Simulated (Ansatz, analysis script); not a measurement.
# Fixed-spin-moment curve of FePt (Tetraferroplatinum)

Wanted: E(M), the field that holds each moment, and the spin susceptibility of FePt (Tetraferroplatinum).

Calculated with Ansatz 0.2.0; PBE, PAW set soft_1.

Most raw output is cut from this account.

## 1. The starting structure

Symmetry: P4/mmm, No. 123, tetragonal system. The conventional cell has a = 2.724 Å, b = 2.724 Å, c = 3.720 Å, α = 90.00°, β = 90.00°, γ = 90.00°. Fe has 8 Pt at 2.68 Å and 4 Fe at 2.72 Å nearest. Nearest to Pt lie 8 Fe at 2.68 Å and 4 Pt at 2.72 Å. Farther neighbours are not listed.

As a file:

```cif
data_structure
_symmetry_space_group_name_H-M 'P 1'
_symmetry_Int_Tables_number 1
_cell_length_a 2.7235
_cell_length_b 2.7235
_cell_length_c 3.7200
_cell_angle_alpha 90.000
_cell_angle_beta 90.000
_cell_angle_gamma 90.000
_cell_volume 27.59
loop_
_atom_site_label
_atom_site_type_symbol
_atom_site_fract_x
_atom_site_fract_y
_atom_site_fract_z
_atom_site_occupancy
Fe1 Fe 0.00000 0.00000 0.00000 1
Pt2 Pt 0.50000 0.50000 0.50000 1
```

## 2. Two spin channels first

The work starts on two spin channels, which tell the size of the moments.

The input, input.yaml:

```yaml
crystal:
  lattice:
    - [2.7235, 0.0, 0.0]
    - [0.0, 2.7235, 0.0]
    - [0.0, 0.0, 3.72]
  atoms:
    - { symbol: Fe, position: [0.0, 0.0, 0.0], spin: 2.8 }
    - { symbol: Pt, position: [0.5, 0.5, 0.5] }
magnetization:
  spin_polarized: true
kpoints:
  mp_grid: { grid: [12, 12, 9] }
hamiltonian:
  xc: pbe
  pseudopotentials: { kind: paw, azcp: { folder: soft_1 } }
scf:
  occupations: { method: fermi_dirac, width: 0.05 }
  max_iter: 120
  convergence: { dr2_threshold: 1.0e-08 }
  lower_state_search: "off"
output:
  write_density: true
  write_potential: true
  elf: true
  volumetric_format: npy
```

On the command line:

```bash
ansatz run input.yaml --threads 2 --pin off --max-ram 5120MiB --backend cpu --events-out ev --progress --plain --runs-dir out
```

Run time: 9.8 s. Hardware: 2 threads of Arm Neoverse V1, shared host; peak memory 0.39 GiB.

Spin moment in the atom's sphere by atom:

```tsv
atom	spin moment in the atom's sphere (μB)
Fe1	2.96
Pt2	0.39
```

Tables count atoms from 1; parts of the log count from 0.

The run ends ferromagnetic, with a net moment of 3.29 μB a cell. With one Fe atom carrying the moment, parallel order of its images is forced by the cell, not found.

Spin density in the ac plane at fractional y = 0.000, with atoms of Fe within 0.2 Å of it.

Values in e/Å³, 19 rows by 14 columns:
```
5.2 4.2 2.1 0.7 0.2 0.1 0.0 0.0 0.0 0.1 0.2 0.7 2.1 4.2
2.9 2.3 1.1 0.4 0.1 0.0 0.0 0.0 0.0 0.0 0.1 0.4 1.1 2.3
1.1 0.9 0.4 0.2 0.1 0.0 0.0 0.0 0.0 0.0 0.1 0.2 0.4 0.9
0.3 0.3 0.2 0.1 0.0 0.0 0.0 0.0 0.0 0.0 0.0 0.1 0.2 0.3
0.1 0.1 0.1 0.0 0.0 0.0 0.0 0.0 0.0 0.0 0.0 0.0 0.1 0.1
0.0 0.0 0.0 0.0 0.0 0.0 0.0 0.0 0.0 0.0 0.0 0.0 0.0 0.0
0.0 0.0 0.0 0.0 0.0 0.0 0.0 0.0 0.0 0.0 0.0 0.0 0.0 0.0
0.0 0.0 0.0 0.0 0.0 0.0 0.0 0.0 0.0 0.0 0.0 0.0 0.0 0.0
0.0 0.0 0.0 0.0 0.0 0.0 0.0 0.0 0.0 0.0 0.0 0.0 0.0 0.0
0.0 0.0 0.0 0.0 0.0 0.0 0.0 0.0 0.0 0.0 0.0 0.0 0.0 0.0
0.0 0.0 0.0 0.0 0.0 0.0 0.0 0.0 0.0 0.0 0.0 0.0 0.0 0.0
0.0 0.0 0.0 0.0 0.0 0.0 0.0 0.0 0.0 0.0 0.0 0.0 0.0 0.0
0.0 0.0 0.0 0.0 0.0 0.0 0.0 0.0 0.0 0.0 0.0 0.0 0.0 0.0
0.1 0.1 0.1 0.0 0.0 0.0 0.0 0.0 0.0 0.0 0.0 0.0 0.1 0.1
0.3 0.3 0.2 0.1 0.0 0.0 0.0 0.0 0.0 0.0 0.0 0.1 0.2 0.3
1.1 0.9 0.4 0.2 0.1 0.0 0.0 0.0 0.0 0.0 0.1 0.2 0.4 0.9
2.9 2.3 1.1 0.4 0.1 0.0 0.0 0.0 0.0 0.0 0.1 0.4 1.1 2.3
5.2 4.2 2.1 0.7 0.2 0.1 0.0 0.0 0.0 0.1 0.2 0.7 2.1 4.2
6.5 5.2 2.6 0.9 0.2 0.1 0.0 0.0 0.0 0.1 0.2 0.9 2.6 5.2
```
Columns run along a (2.7 Å), rows up along c (3.7 Å). Atoms in or near the plane, at fractional coordinates: Fe at (0.00, 0.00).

Valence density in the ac plane at fractional y = 0.000, with atoms of Fe within 0.2 Å of it. It is the smooth field of the valence electrons, not physical close to the nuclei.

Ten steps, logarithmic in the rise over the least value, from '0' (0 e/Å³) to '9' (32 e/Å³):
```
99752100012579
87641100011467
55321000001235
22110000000112
11000000000001
00000000000000
00000000000000
00000011100000
00000111110000
00000111110000
00000011100000
00000000000000
00000000000000
11000000000001
22110000000112
55321000001235
87641100011467
99752100012579
99852100012589
```
Columns run along a (2.7 Å), rows up along c (3.7 Å). Atoms in or near the plane, at fractional coordinates: Fe at (0.00, 0.00).

ELF in the ac plane at fractional y = 0.000, with atoms of Fe within 0.2 Å of it. It is the smooth field of the valence electrons, not physical close to the nuclei.

Ten even steps from '_' (0.11) to '@' (0.93):
```
@@%%**--..__......__..--**%%
**++==::..__..::..__..::==++
----::..____..::..____..::--
....______..::::::..______..
________..::::::::::..______
______..::::::::::::::..____
____....::::::::::::::....__
____....::::::::::::::....__
____......::::::::::......__
____......::::::::::......__
____....::::::::::::::....__
____....::::::::::::::....__
______..::::::::::::::..____
________..::::::::::..______
....______..::::::..______..
----::..____..::..____..::--
**++==::..__..::..__..::==++
@@%%**--..__......__..--**%%
@@@@**--..__......__..--**@@
```
Columns run along a (2.7 Å), rows up along c (3.7 Å). Atoms in or near the plane, at fractional coordinates: Fe at (0.00, 0.00).

## 3. The same state on a denser mesh

Levels at the Fermi energy are partly filled, so moments and energy differences can hang on the k-mesh, and the state is solved again on a denser one.

input.yaml, the sections that differ from step 2:

```yaml
crystal:
  lattice:
    - [2.7235, 0.0, 0.0]
    - [0.0, 2.7235, 0.0]
    - [0.0, 0.0, 3.72]
  atoms:
    - { symbol: Fe, position: [0.0, 0.0, 0.0], spin: 2.96 }
    - { symbol: Pt, position: [0.5, 0.5, 0.5] }
kpoints:
  mp_grid: { grid: [14, 14, 10] }
basis:
  ecutwfc: 420.0
checkpoint:
  read: start
  write: ck
  compress: false
  write_wavefunctions: false
  write_every: 100000
# magnetization, hamiltonian, scf: as in step 2
# output: removed
```

The job ended after 6.2 s (2 threads; peak memory 0.43 GiB; 12 s of CPU time).

Spin moment in the atom's sphere by atom:

```tsv
atom	spin moment in the atom's sphere (μB)
Fe1	2.96
Pt2	0.39
```

The run ends ferromagnetic, with a net moment of 3.28 μB a cell, against 3.29 μB on the first mesh.

## 4. Without spin

The state without spin is the zero of E(M).

input.yaml, the sections that differ from step 3:

```yaml
crystal:
  lattice:
    - [2.7235, 0.0, 0.0]
    - [0.0, 2.7235, 0.0]
    - [0.0, 0.0, 3.72]
  atoms:
    - { symbol: Fe, position: [0.0, 0.0, 0.0] }
    - { symbol: Pt, position: [0.5, 0.5, 0.5] }
scf:
  occupations: { method: fermi_dirac, width: 0.05 }
  max_iter: 120
  convergence: { dr2_threshold: 1.0e-08 }
# kpoints, hamiltonian, basis: as in step 3
# magnetization: removed
# checkpoint: removed
```

On the command line:

```bash
ansatz run input.yaml --threads 1 --pin off --max-ram 2560MiB --backend cpu --events-out ev --progress --plain --runs-dir out
```

The job ended after 7.6 s (1 thread; peak memory 0.36 GiB).

The free collinear run lies 731 meV below it.

## 5. Without spin, levels printed

Edit input.yaml of step 4 so:

```diff
@@ -19 +19,3 @@
   ecutwfc: 420.0
+output:
+  eigenvalues: true
```

The job ended after 7.6 s (1 thread; peak memory 0.33 GiB).

## 6. Total moment fixed at 0.444 μB

Two Fermi levels, one a spin, hold the total moment exactly, which reaches states that a free run would leave.

input.yaml, the sections that differ from step 5:

```yaml
crystal:
  lattice:
    - [2.7235, 0.0, 0.0]
    - [0.0, 2.7235, 0.0]
    - [0.0, 0.0, 3.72]
  atoms:
    - { symbol: Fe, position: [0.0, 0.0, 0.0], spin: 0.444 }
    - { symbol: Pt, position: [0.5, 0.5, 0.5] }
magnetization:
  spin_polarized: true
  initial_magnetization: 0.444
  spin_locking: { lock_magnetization: hard }
scf:
  occupations: { method: fermi_dirac, width: 0.05 }
  max_iter: 120
  convergence: { dr2_threshold: 1.0e-08 }
  lower_state_search: "off"
# kpoints, hamiltonian, basis: as in step 5
# output: removed
```

It took 25 s on 1 thread; peak memory 0.42 GiB.

The energy is -22.6 meV from the state without spin, and the largest site carries 0.486 μB.

## 7. Total moment fixed at 0.889 μB

input.yaml, the sections that differ from step 6:

```yaml
crystal:
  lattice:
    - [2.7235, 0.0, 0.0]
    - [0.0, 2.7235, 0.0]
    - [0.0, 0.0, 3.72]
  atoms:
    - { symbol: Fe, position: [0.0, 0.0, 0.0], spin: 0.889 }
    - { symbol: Pt, position: [0.5, 0.5, 0.5] }
magnetization:
  spin_polarized: true
  initial_magnetization: 0.889
  spin_locking: { lock_magnetization: hard }
# kpoints, hamiltonian, scf, basis: as in step 6
```

Wall time 22 s (1 thread); peak memory 0.42 GiB.

The energy is -80.8 meV from the state without spin, and the largest site carries 0.936 μB.

## 8. Total moment fixed at 2.222 μB

input.yaml, the sections that differ from step 7:

```yaml
crystal:
  lattice:
    - [2.7235, 0.0, 0.0]
    - [0.0, 2.7235, 0.0]
    - [0.0, 0.0, 3.72]
  atoms:
    - { symbol: Fe, position: [0.0, 0.0, 0.0], spin: 2.222 }
    - { symbol: Pt, position: [0.5, 0.5, 0.5] }
magnetization:
  spin_polarized: true
  initial_magnetization: 2.222
  spin_locking: { lock_magnetization: hard }
# kpoints, hamiltonian, scf, basis: as in step 7
```

The job ended after 20 s (1 thread; peak memory 0.43 GiB).

The energy is -456 meV from the state without spin, and the largest site carries 2.24 μB.

## 9. Total moment fixed at 4 μB

input.yaml, the sections that differ from step 8:

```yaml
crystal:
  lattice:
    - [2.7235, 0.0, 0.0]
    - [0.0, 2.7235, 0.0]
    - [0.0, 0.0, 3.72]
  atoms:
    - { symbol: Fe, position: [0.0, 0.0, 0.0], spin: 4.0 }
    - { symbol: Pt, position: [0.5, 0.5, 0.5] }
magnetization:
  spin_polarized: true
  initial_magnetization: 4.0
  spin_locking: { lock_magnetization: hard }
# kpoints, hamiltonian, scf, basis: as in step 8
```

Wall time 19 s (1 thread); peak memory 0.43 GiB.

The energy is -499 meV from the state without spin, and the largest site carries 3.32 μB.

5 more runs differ from these in the same keys alone and are tabled below.

## 10. No field, tight threshold

A field gives a second route to the same curve. A thousand tesla shift each spin by 58 meV, and the threshold is tightened so that small induced moments are resolved.

input.yaml, the sections that differ from step 9:

```yaml
crystal:
  lattice:
    - [2.7235, 0.0, 0.0]
    - [0.0, 2.7235, 0.0]
    - [0.0, 0.0, 3.72]
  atoms:
    - { symbol: Fe, position: [0.0, 0.0, 0.0], spin: 2.96 }
    - { symbol: Pt, position: [0.5, 0.5, 0.5] }
magnetization:
  spin_polarized: true
scf:
  occupations: { method: fermi_dirac, width: 0.05 }
  max_iter: 120
  convergence: { dr2_threshold: 1.0e-10 }
  lower_state_search: "off"
# kpoints, hamiltonian, basis: as in step 9
```

Run time: 21 s. Hardware: 1 thread; peak memory 0.43 GiB.

The net moment is 3.28 μB a cell.

## 11. Field of 1500 T

Edit input.yaml of step 10 so:

```diff
@@ -10,2 +10,3 @@
   spin_polarized: true
+  magnetic_field: 1500.0
 kpoints:
```

Elapsed: 21 s, on 1 thread; peak memory 0.41 GiB.

The net moment is 3.39 μB a cell.

The other 2 runs of this kind were made alike; their results stand in the table below.

## 12. E(M) and M(B)

The energy less the state without spin by total moment:

```tsv
total moment (μB/cell)	energy less the state without spin (meV/cell)
0.00	0
0.44	-22.6
0.89	-80.8
1.33	-172
1.78	-301
2.22	-456
2.67	-611
3.11	-720
3.56	-702
4.00	-499
```

The field that holds a moment is half the difference of the two Fermi levels over μB.

The field that holds the moment by total moment:

```tsv
total moment (μB/cell)	field that holds the moment (T)
0.44	-1621
0.89	-2874
1.33	-4278
1.78	-5674
2.22	-6216
2.67	-5546
3.11	-2303
3.56	3768
4.00	12827
```

Site moments:

```tsv
total (μB)	Fe no. 1 (μB)	Pt no. 2 (μB)
0.444	0.4855	-0.0209
0.889	0.9365	-0.0073
1.333	1.394	-0.0035
1.778	1.847	0.005
2.222	2.236	0.0719
2.667	2.566	0.1924
3.111	2.86	0.3297
3.556	3.103	0.483
4	3.321	0.6301
```

Total moment against field:

```tsv
field (T)	total moment (μB/cell)
0	3.28
300	3.31
600	3.33
1500	3.39
```

A Landau fit E = a2 M² + a4 M⁴ + a6 M⁶ (meV, μB) and the Stoner form E ≈ M² (1/2N − I/4), with the slope taken at the first fixed moment:

Numbers from this step:

```
density of states at the Fermi level, no spin : 4.411 states/eV/cell, both spins, broadened by the smearing
Landau coefficients a2, a4, a6                : -100.2, 0.2970, 0.2514 meV/μB², meV/μB^4, meV/μB^6
r.m.s. miss of the Landau fit                 : 4.247 meV
Stoner parameter I                            : 0.8762 eV, of the cell
I·N/2                                         : 1.932 I N / 2 from the slope at the first moment; over 1: unstable to a moment
```

## 13. Summary of results

```yaml
state_of_the_free_run: ferromagnetic
net_moment_of_the_free_run: 3.28 μB
energy_of_the_free_run_from_the_state_without_spin: -731 meV a cell
lowest_of_the_fixed_moments_tried: M = 3.111 μB, -720 meV
dm_db_between_0_and_300_t: 0.0745 μB a cell per 1000 T
```

What this shows: At this level the system is magnetic: the free run keeps 2.96 μB on the largest site. No other order was typed. The free run, at 3.28 μB, lies 731 meV under the state without spin and so below every fixed moment tried: the minimum falls between two of them. Among the fixed moments, E(M) falls 720 meV below the state without spin and is lowest near 3.111 μB on this grid. I·N/2 = 1.9 is over 1, so the state without spin is unstable to a uniform moment. The field acts on spins alone. The 13 fixed-moment and field runs took 4.5 min of wall time, added up. Energies are free energies at a smearing of 0.05 eV, and with partly filled levels differences shift, at times strongly, as the smearing goes to zero. In doubt: the program's search for lower states was switched off, so a lower magnetic state than those reached may exist.

[Logs and program files are shortened in this print: banners, set-up blocks, solver, clock and traceback lines can be left out without a mark of their own.]

[Logs are printed without paths, hosts, clocks, repeated set-up lines and the standing remarks that a program may print on its own settings, such as how far it seeks lower states.]

[Hosts, paths, dates, database ids (printed as entryN), source tags and the programs' standing remarks are cut or masked in the printed files.]
